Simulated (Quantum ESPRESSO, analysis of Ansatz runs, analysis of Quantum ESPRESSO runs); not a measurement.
# Substitutional N in diamond: charge-transition level against experiment (Quantum ESPRESSO)

Aim: the charge-transition level of substitutional N in diamond, to be set beside the measurement. Set-up: PBE, JTH 2.0 PBE, 32-site cell, PBE lattice, k: the single point 1/4 1/4 1/4 then 2x2x2 shifted, started with the impurity moved along one bond, dielectric constants 5.7 and 5.7 (handbook). The model is a cell of 32 host atoms with 1 C taken out and 1 N put in. The level is the Fermi energy at which two charge states have equal formation energy, after a correction for the images of the charge. Other potentials or another program check that the number doesn't hang on one set of files.

**The experiment.** (+1/0) level below the conduction-band bottom: 1.7 eV (quoted in “Hunting the elusive shallow n-type donor – An ab initio study of Li and N co-doped diamond”, 2021, S. Conejeros et al., quoting earlier work (1969)). The runs below try to reproduce this.

Main program and level: Quantum ESPRESSO 7.5; Quantum ESPRESSO plane-wave DFT, PBE, JTH 2.0 PBE potentials; relaxation of all atoms of a defect supercell.

### Step 1. Set-up

The cell holds 32 atoms: 31 C and 1 N. Its edges and angles: a = 6.190 Å, b = 6.190 Å, c = 6.190 Å, α = 109.5°, β = 109.5°, γ = 109.5°. It derives from C (space group Fd-3m). Nearest the centre at fractional (0.500, 0.500, 0.500): N11 at 0.31 Å, C32 at 1.54 Å, C26 at 1.54 Å, C27 at 1.55 Å, C23 at 1.55 Å, C12 at 2.51 Å, C2 at 2.51 Å, C13 at 2.52 Å. The cell carries charge +1.

The host's primitive cell comes from a first run (Quantum ESPRESSO plane-wave DFT, PBE, JTH 2.0 PBE potentials; relaxation of cell and atoms of a defect-free cell): vectors of 2.527, 2.527 and 2.527 Å. That is 5.70 Å³ an atom, 0.6 % over the diffraction cell's volume. The supercell is built on it.

### Step 2. Relaxation, charge +1

Every later number rests on the structure around the defect, so the atoms are relaxed at the host's lattice first.

File pw.in:

```
&CONTROL
  calculation = 'relax'
  prefix = 'pwscf'
  outdir = './tmp'
  pseudo_dir = './pseudo'
  tprnfor = .true.
  disk_io = 'low'
  nstep = 70
  forc_conv_thr = 0.00078
  etot_conv_thr = 0.0001
/
&SYSTEM
  ibrav = 0
  nat = 32
  ntyp = 2
  ecutwfc = 40
  ecutrho = 240
  nbnd = 68
  occupations = 'smearing'
  smearing = 'fd'
  degauss = 0.00073499
  tot_charge = 1
  nosym = .true.
/
&ELECTRONS
  conv_thr = 3d-08
  electron_maxstep = 100
  mixing_beta = 0.5
/
&IONS
  ion_dynamics = 'bfgs'
/
ATOMIC_SPECIES
C     12.0110 C.GGA_PBE-JTH.UPF
N     14.0070 N.GGA_PBE-JTH.UPF
CELL_PARAMETERS angstrom
  -3.5736125014    3.5736125014    3.5736125014
   3.5736125014   -3.5736125014    3.5736125014
   3.5736125014    3.5736125014   -3.5736125014
ATOMIC_POSITIONS crystal
C     -0.0013103266    0.0000634216    0.4966116671
C      0.0030112604    0.2492914596    0.2505736371
C      0.0022993439    0.5036300374    0.0007734341
C      0.0005269372    0.7511078027    0.7474430166
C      0.2497362143   -0.0012970793    0.2464486453
C      0.2473166094    0.2487991586   -0.0036659325
C      0.2518475149    0.5039304349    0.7515663070
C      0.2465604681    0.7481495131    0.4966434085
C      0.4960732133   -0.0018898799   -0.0023338417
C      0.4997176419    0.2481819157    0.7521083832
N      0.4487968439    0.4512131742    0.4484000646
C      0.4994026998    0.7482608741    0.2521122633
C      0.7489280281   -0.0021187294    0.7462073776
C      0.7518541074    0.2520694004    0.4986642039
C      0.7518890267    0.4979330943    0.2499163081
C      0.7528632749    0.7524391205   -0.0002506420
C     -0.0010334602   -0.0033239751    0.2468972082
C     -0.0014459060    0.2514860739   -0.0021566794
C      0.0018837619    0.4981329448    0.7510358179
C     -0.0032103571    0.7486974307    0.4966280096
C      0.2512026471    0.0026860145    0.0036654538
C      0.2489822011    0.2498075418    0.7464883754
C      0.2517370261    0.5037695987    0.5028091434
C      0.2489682765    0.7471822071    0.2509575427
C      0.4970363587    0.0007337095    0.7487855875
C      0.5010530358    0.2520464314    0.5037986302
C      0.4999010251    0.5033689736    0.2513058351
C      0.5036424547    0.7531567453    0.0021656671
C      0.7495247549    0.0016962857    0.5030462451
C      0.7515210524    0.2481205449    0.2515246275
C      0.7532029517    0.5031444099    0.0008971138
C      0.7491189571    0.7515938736    0.7477387767
K_POINTS crystal
1
0.25 0.25 0.25 1.0
```

Launch:

```sh
OMP_NUM_THREADS=1 mpirun -n 4 pw.x -in pw.in > pw.out
```

Log:

```text
This program is part of the open-source Quantum ESPRESSO suite
     for quantum simulation of materials; please cite
         "P. Giannozzi et al., J. Phys.:Condens. Matter 21 395502 (2009);
         "P. Giannozzi et al., J. Phys.:Condens. Matter 29 465901 (2017);
         "P. Giannozzi et al., J. Chem. Phys. 152 154105 (2020);
          URL
     in publications or presentations arising from this work. More details at

     file C.GGA_PBE-JTH.UPF: wavefunction(s)  0S 2P 0P renormalized
     file N.GGA_PBE-JTH.UPF: wavefunction(s)  0S 0P renormalized

     Subspace diagonalization in iterative solution of the eigenvalue problem:
     a serial algorithm will be used

     --------------------
     sticks:   dense  smooth     PW     G-vecs:    dense   smooth      PW
     Min         615     413    116                19352    10536    1590
     Max         616     414    117                19354    10537    1592
     Sum        2463    1653    467                77413    42147    6363

     Using Slab Decomposition

     bravais-lattice index     =            0
     lattice parameter (alat)  =      11.6968  a.u.
     unit-cell volume          =    1231.9100 (a.u.)^3
     number of atoms/cell      =           32
     number of atomic types    =            2
     number of electrons       =       128.00
     number of Kohn-Sham states=           68
     kinetic-energy cutoff     =      40.0000  Ry
     charge density cutoff     =     240.0000  Ry
     scf convergence threshold =      3.0E-08
     mixing beta               =       0.5000
     number of iterations used =            8  plain     mixing
     energy convergence thresh.=      1.0E-04
     force convergence thresh. =      7.8E-04
     Exchange-correlation= SLA PW PBX PBC
                           (   1   4   3   4   0   0   0)
     nstep                     =           70

     celldm(1)=  11.696797  celldm(2)=   0.000000  celldm(3)=   0.000000
     celldm(4)=   0.000000  celldm(5)=   0.000000  celldm(6)=   0.000000

     crystal axes: (cart. coord. in units of alat)
               a(1) = (  -0.577350   0.577350   0.577350 )
               a(2) = (   0.577350  -0.577350   0.577350 )
               a(3) = (   0.577350   0.577350  -0.577350 )

     reciprocal axes: (cart. coord. in units 2 pi/alat)
               b(1) = ( -0.000000  0.866025  0.866025 )
               b(2) = (  0.866025 -0.000000  0.866025 )
               b(3) = (  0.866025  0.866025  0.000000 )

     PseudoPot. # 1 for C  read from file:
     C.GGA_PBE-JTH.UPF
     Pseudo is Projector augmented-wave + core cor, Zval =  4.0
     Generated using ATOMPAW code
     Shape of augmentation charge: SINC**2
     Using radial grid of  920 points,  4 beta functions with:
                l(1) =   0
                l(2) =   0
                l(3) =   1
                l(4) =   1
     Q(r) pseudized with 0 coefficients

     PseudoPot. # 2 for N  read from file:
     N.GGA_PBE-JTH.UPF
     Pseudo is Projector augmented-wave + core cor, Zval =  5.0
     Generated using ATOMPAW code
     Shape of augmentation charge: SINC**2
     Using radial grid of  933 points,  4 beta functions with:
                l(1) =   0
                l(2) =   0
                l(3) =   1
                l(4) =   1
     Q(r) pseudized with 0 coefficients

     atomic species   valence    mass     pseudopotential
     C                 4.00    12.01100     C ( 1.00)
     N                 5.00    14.00700     N ( 1.00)

     No symmetry found

   Cartesian axes

     site n.     atom                  positions (alat units)
         1        C      tau(   1) = (   0.2875120   0.2859257  -0.2874388  )
         2        C      tau(   2) = (   0.2868587   0.0024788   0.0009983  )
         3        C      tau(   3) = (   0.2898900  -0.2889969   0.2916519  )
         4        C      tau(   4) = (   0.8648845  -0.0018116   0.0024201  )
         5        C      tau(   5) = (  -0.0026469   0.2872213   0.0011492  )
         6        C      tau(   6) = (  -0.0012606  -0.0029725   0.2885491  )
         7        C      tau(   7) = (   0.5794572   0.2883769   0.0024316  )
         8        C      tau(   8) = (   0.5763298  -0.0028554   0.2875589  )
         9        C      tau(   9) = (  -0.2888466   0.2861517   0.2866643  )
        10        C      tau(  10) = (   0.2890058   0.5794542  -0.0024300  )
        11        N      tau(  11) = (   0.2602790   0.2574888   0.2607371  )
        12        C      tau(  12) = (   0.2892354   0.0018787   0.5747818  )
        13        C      tau(  13) = (  -0.0027940   0.8644401   0.0003475  )
        14        C      tau(  14) = (  -0.0006469   0.5764547   0.2917116  )
        15        C      tau(  15) = (  -0.0023323   0.2909108   0.5772959  )
        16        C      tau(  16) = (  -0.0003896   0.0001002   0.8692315  )
        17        C      tau(  17) = (   0.1412237   0.1438686  -0.1450619  )
[...]
25        C      tau(  25) = (   0.1457711   0.7188520  -0.1449239  )
        26        C      tau(  26) = (   0.1471042   0.4346323   0.1439339  )
        27        C      tau(  27) = (   0.1470937   0.1430893   0.4341467  )
        28        C      tau(  28) = (   0.1453075  -0.1428068   0.7243630  )
        29        C      tau(  29) = (  -0.1413251   0.7221929   0.1432838  )
        30        C      tau(  30) = (  -0.1454206   0.4358562   0.4319255  )
        31        C      tau(  31) = (  -0.1438534   0.1448893   0.7248345  )
        32        C      tau(  32) = (   0.4331361   0.4302783   0.4347298  )

     number of k points=     1  Fermi-Dirac smearing, width (Ry)=  0.0007
                       cart. coord. in units 2pi/alat
        k(    1) = (   0.4330127   0.4330127   0.4330127), wk =   2.0000000

     Dense  grid:    77413 G-vectors     FFT dimensions: (  60,  60,  60)

     Smooth grid:    42147 G-vectors     FFT dimensions: (  48,  48,  48)

     Check: negative core charge=   -0.000056

     Initial potential from superposition of free atoms

     starting charge     128.9987, renormalised to     128.0000
     Starting wfcs are  256 randomized atomic wfcs
     Checking if some PAW data can be deallocated...

     Self-consistent Calculation

     iteration #  1     ecut=    40.00 Ry     beta= 0.50
     Davidson diagonalization with overlap
     ethr =  1.00E-02,  avg # of iterations =  2.0

     total energy              =    -600.24378824 Ry
     estimated scf accuracy    <       2.01155003 Ry

     iteration #  2     ecut=    40.00 Ry     beta= 0.50
     Davidson diagonalization with overlap
     ethr =  1.57E-03,  avg # of iterations =  2.0

[...]
Total force =     0.011695     Total SCF correction =     0.000019
     Energy error            =      4.2E-04 Ry
     Gradient error          =      3.1E-03 Ry/Bohr

     number of scf cycles    =   5
     number of bfgs steps    =   4

     energy             old  =    -600.5220396145 Ry
     energy             new  =    -600.5224618842 Ry

     CASE: energy            _new < energy            _old

     new trust radius        =       0.0052812646 bohr
     new conv_thr            =       0.0000000012 Ry

ATOMIC_POSITIONS (crystal)
[...]
NEW-OLD atomic charge density approx. for the potential

     Check: negative core charge=   -0.000056

     Self-consistent Calculation

[...]
Threshold (ethr) on eigenvalues was too large:
     Diagonalizing with lowered threshold

[...]
total energy              =    -600.52256768 Ry
[...]
total energy              =    -600.52256769 Ry
[...]
iteration #  6     ecut=    40.00 Ry     beta= 0.50
[...]
total energy              =    -600.52256769 Ry
     estimated scf accuracy    <          2.2E-09 Ry

     iteration #  7     ecut=    40.00 Ry     beta= 0.50
     Davidson diagonalization with overlap
     ethr =  1.70E-12,  avg # of iterations =  2.0

     End of self-consistent calculation

          k = 0.4330 0.4330 0.4330 (  5276 PWs)   bands (ev):

[...]
17.5571  18.7249  18.7261  18.7276

     the Fermi energy is    12.0470 ev

!    total energy              =    -600.52256769 Ry
     total all-electron energy =      -600.522568 Ry
     estimated scf accuracy    <          3.5E-10 Ry
     smearing contrib. (-TS)   =       0.00000000 Ry
     internal energy E=F+TS    =    -600.52256769 Ry

     The total energy is F=E-TS. E is the sum of the following terms:
     one-electron contribution =     130.45810334 Ry
     hartree contribution      =      32.96437443 Ry
     xc contribution           =    -145.32646063 Ry
     ewald contribution        =    -415.11035296 Ry
     one-center paw contrib.   =    -203.50823188 Ry

     convergence has been achieved in   7 iterations

     Forces acting on atoms (cartesian axes, Ry/au):

[...]
Total force =     0.003596     Total SCF correction =     0.000022
     Energy error            =      1.1E-04 Ry
     Gradient error          =      1.1E-03 Ry/Bohr

     number of scf cycles    =   6
     number of bfgs steps    =   5

     energy             old  =    -600.5224618842 Ry
     energy             new  =    -600.5225676939 Ry

     CASE: energy            _new < energy            _old

     new trust radius        =       0.0017425032 bohr
     new conv_thr            =       0.0000000003 Ry

ATOMIC_POSITIONS (crystal)
[...]
NEW-OLD atomic charge density approx. for the potential

     Check: negative core charge=   -0.000056

     Self-consistent Calculation

     iteration #  1     ecut=    40.00 Ry     beta= 0.50
     Davidson diagonalization with overlap
     ethr =  1.00E-06,  avg # of iterations =  2.0

     Threshold (ethr) on eigenvalues was too large:
     Diagonalizing with lowered threshold

     Davidson diagonalization with overlap
     ethr =  8.24E-10,  avg # of iterations =  5.0

     total energy              =    -600.52257791 Ry
     estimated scf accuracy    <       0.00000167 Ry

     iteration #  2     ecut=    40.00 Ry     beta= 0.50
     Davidson diagonalization with overlap
     ethr =  1.31E-09,  avg # of iterations =  2.0

     total energy              =    -600.52257810 Ry
     estimated scf accuracy    <       0.00000024 Ry

     iteration #  3     ecut=    40.00 Ry     beta= 0.50
     Davidson diagonalization with overlap
     ethr =  1.85E-10,  avg # of iterations =  2.0

     total energy              =    -600.52257813 Ry
     estimated scf accuracy    <       0.00000003 Ry

     iteration #  4     ecut=    40.00 Ry     beta= 0.50
     Davidson diagonalization with overlap
     ethr =  2.57E-11,  avg # of iterations =  2.0

     total energy              =    -600.52257814 Ry
     estimated scf accuracy    <          2.9E-09 Ry

     iteration #  5     ecut=    40.00 Ry     beta= 0.50
     Davidson diagonalization with overlap
     ethr =  2.23E-12,  avg # of iterations =  2.0

     total energy              =    -600.52257814 Ry
     estimated scf accuracy    <          4.5E-10 Ry

     iteration #  6     ecut=    40.00 Ry     beta= 0.50
     Davidson diagonalization with overlap
     ethr =  3.54E-13,  avg # of iterations =  2.0

     End of self-consistent calculation

          k = 0.4330 0.4330 0.4330 (  5276 PWs)   bands (ev):

    -8.1953  -6.3356  -6.3354  -6.3350  -4.1723  -2.4175  -2.4162  -2.4159
    -2.0583  -2.0581  -2.0000  -1.9997  -1.9991  -1.9990  -1.9974  -1.9973
     1.5615   2.0425   2.0428   2.0431   2.5936   2.5938   2.5939   2.6147
     2.6148   2.6151   2.6551   2.6554   5.7619   5.7627   5.7633   6.0796
     6.4741   6.4742   6.6068   6.6069   6.6072   6.6075   6.6077   6.6078
     6.6961   6.6963   6.6967   6.8028   8.0323   8.0327   8.0328   8.3629
     8.3631   8.3632   8.5021   8.5025   8.5374   8.5538   8.5549   8.5551
    11.1248  11.1249  11.1251  11.5876  11.5878  11.6113  11.6116  11.6118
    17.5576  18.7245  18.7259  18.7299

     the Fermi energy is    12.0486 ev

!    total energy              =    -600.52257814 Ry
     total all-electron energy =      -600.522578 Ry
     estimated scf accuracy    <          5.3E-11 Ry
     smearing contrib. (-TS)   =       0.00000000 Ry
     internal energy E=F+TS    =    -600.52257814 Ry

     The total energy is F=E-TS. E is the sum of the following terms:
     one-electron contribution =     130.45788595 Ry
     hartree contribution      =      32.96447636 Ry
     xc contribution           =    -145.32644777 Ry
     ewald contribution        =    -415.11026489 Ry
     one-center paw contrib.   =    -203.50822778 Ry

     convergence has been achieved in   6 iterations

     Forces acting on atoms (cartesian axes, Ry/au):

[...]
atom   25 type  1   force =    -0.00007352    0.00004720    0.00033030
     atom   26 type  1   force =    -0.00010794   -0.00013490   -0.00025429
     atom   27 type  1   force =    -0.00009399   -0.00013074   -0.00000278
     atom   28 type  1   force =    -0.00003982    0.00006492    0.00003656
     atom   29 type  1   force =     0.00015538    0.00001459   -0.00004283
     atom   30 type  1   force =    -0.00027023   -0.00018455   -0.00018456
     atom   31 type  1   force =     0.00022714   -0.00009183    0.00002537
     atom   32 type  1   force =     0.00013193    0.00017962    0.00015817

     Total force =     0.001654     Total SCF correction =     0.000009
     Energy error            =      1.0E-05 Ry
     Gradient error          =      4.4E-04 Ry/Bohr

     bfgs converged in   7 scf cycles and   6 bfgs steps
     (criteria: energy <  1.0E-04 Ry, force <  7.8E-04 Ry/Bohr)

     End of BFGS Geometry Optimization

     Final energy             =    -600.5225781368 Ry

     File ./tmp/pwscf.bfgs deleted, as requested
Begin final coordinates

ATOMIC_POSITIONS (crystal)
[...]
C                0.4984237611       -0.0012273983        0.7478350307
C                0.4985499464        0.2469746631        0.4980693366
C                0.4985016256        0.4988218822        0.2461710561
C                0.4984903199        0.7486221099       -0.0019743132
C                0.7483002750       -0.0011973919        0.4980114619
C                0.7487181060        0.2490724049        0.2482877728
C                0.7482976384        0.4987739952       -0.0020111012
C                0.7502743714        0.7506190316        0.7498228281
End final coordinates

=------------------------------------------------------------------------------=
   JOB DONE.
=------------------------------------------------------------------------------=
```

It took 35 s on 4 MPI ranks of Arm Neoverse V1, shared host; peak memory 0.39 GiB; 2.3 min of CPU time.

The steps of the relaxation:

| step | energy less that of the first step (eV) |
| --- | --- |
| 0 | 0.0000 |
| 1 | -1.5215 |
| 2 | -1.8248 |
| 3 | -1.8766 |
| 4 | -1.8823 |
| 5 | -1.8838 |
| 6 | -1.8839 |

The atoms that moved most (Å):

| atom | dx | dy | dz | length |
| --- | --- | --- | --- | --- |
| N11 | 0.170 | 0.185 | 0.170 | 0.304 |
| C26 | -0.030 | -0.011 | -0.007 | 0.032 |
| C16 | -0.006 | -0.011 | -0.029 | 0.032 |
| C27 | -0.030 | -0.007 | -0.003 | 0.031 |
| C23 | -0.016 | -0.018 | -0.019 | 0.030 |
| C21 | -0.023 | -0.017 | -0.004 | 0.029 |
| C28 | -0.013 | -0.017 | -0.020 | 0.029 |
| C10 | -0.001 | -0.023 | 0.015 | 0.027 |

Final coordinates:

```xyz
32
Lattice="-3.5736 3.5736 3.5736 3.5736 -3.5736 3.5736 3.5736 3.5736 -3.5736" Properties=species:S:1:pos:R:3 pbc="T T T"
C     1.7808    1.7783   -1.7891
C     1.7744   -0.0061   -0.0004
C     1.7808   -1.7948    1.7842
C     5.3479   -0.0108   -0.0049
C    -0.0039    1.7723   -0.0004
C    -0.0038   -0.0063    1.7776
C     3.5658    1.7852   -0.0003
C     3.5658   -0.0062    1.7907
C    -1.7924    1.7786    1.7840
C     1.7874    3.5634   -0.0005
N     1.7811    1.7788    1.7843
C     1.7875   -0.0059    3.5691
C    -0.0081    5.3454   -0.0051
C    -0.0036    3.5636    1.7909
C    -0.0038    1.7850    3.5691
C    -0.0084   -0.0105    5.3512
C     0.8865    0.8844   -0.8950
C     0.8866   -0.9009    0.8899
C     4.4606    0.8845   -0.8952
C     4.4605   -0.9013    0.8901
C    -0.8985    0.8843    0.8899
C     2.6751    2.6726   -0.8950
C     2.6812    0.8786    0.8843
C     2.6751   -0.9005    2.6784
C     0.8869    4.4580   -0.8957
C     0.8809    2.6789    0.8843
C     0.8809    0.8786    2.6843
C     0.8868   -0.9009    4.4638
C    -0.8987    4.4581    0.8902
C    -0.8983    2.6728    2.6784
C    -0.8989    0.8845    4.4637
C     2.6808    2.6783    2.6840
```

Neighbours of N11 at the end:

| atom | distance (Å) |
| --- | --- |
| C32 | 1.558 |
| C23 | 1.559 |
| C26 | 1.559 |
| C27 | 1.559 |
| C16 | 2.523 |
| C4 | 2.523 |
| C13 | 2.523 |
| C7 | 2.524 |
| C10 | 2.524 |
| C12 | 2.524 |
| C14 | 2.524 |
| C2 | 2.524 |
| C5 | 2.524 |
| C8 | 2.524 |
| C15 | 2.524 |
| C6 | 2.524 |

First to last step the energy falls by 1.884 eV; the largest move, 0.30 Å, is that of N11. Judged within 0.08 Å, the space group went from R3m to I-43m.

(Part 1 of 4 ends here.)

[Logs are printed without paths, hosts, clocks, repeated set-up lines and the standing remarks that a program may print on its own settings, such as how far it seeks lower states.]

[Hosts, paths, dates, database ids (printed as entryN), source tags and the programs' standing remarks are cut or masked in the printed files.]

[For some hosts the program warned that the k-mesh of the response run may be too coarse for force constants and the static dielectric constant; such warnings are not shown here.]
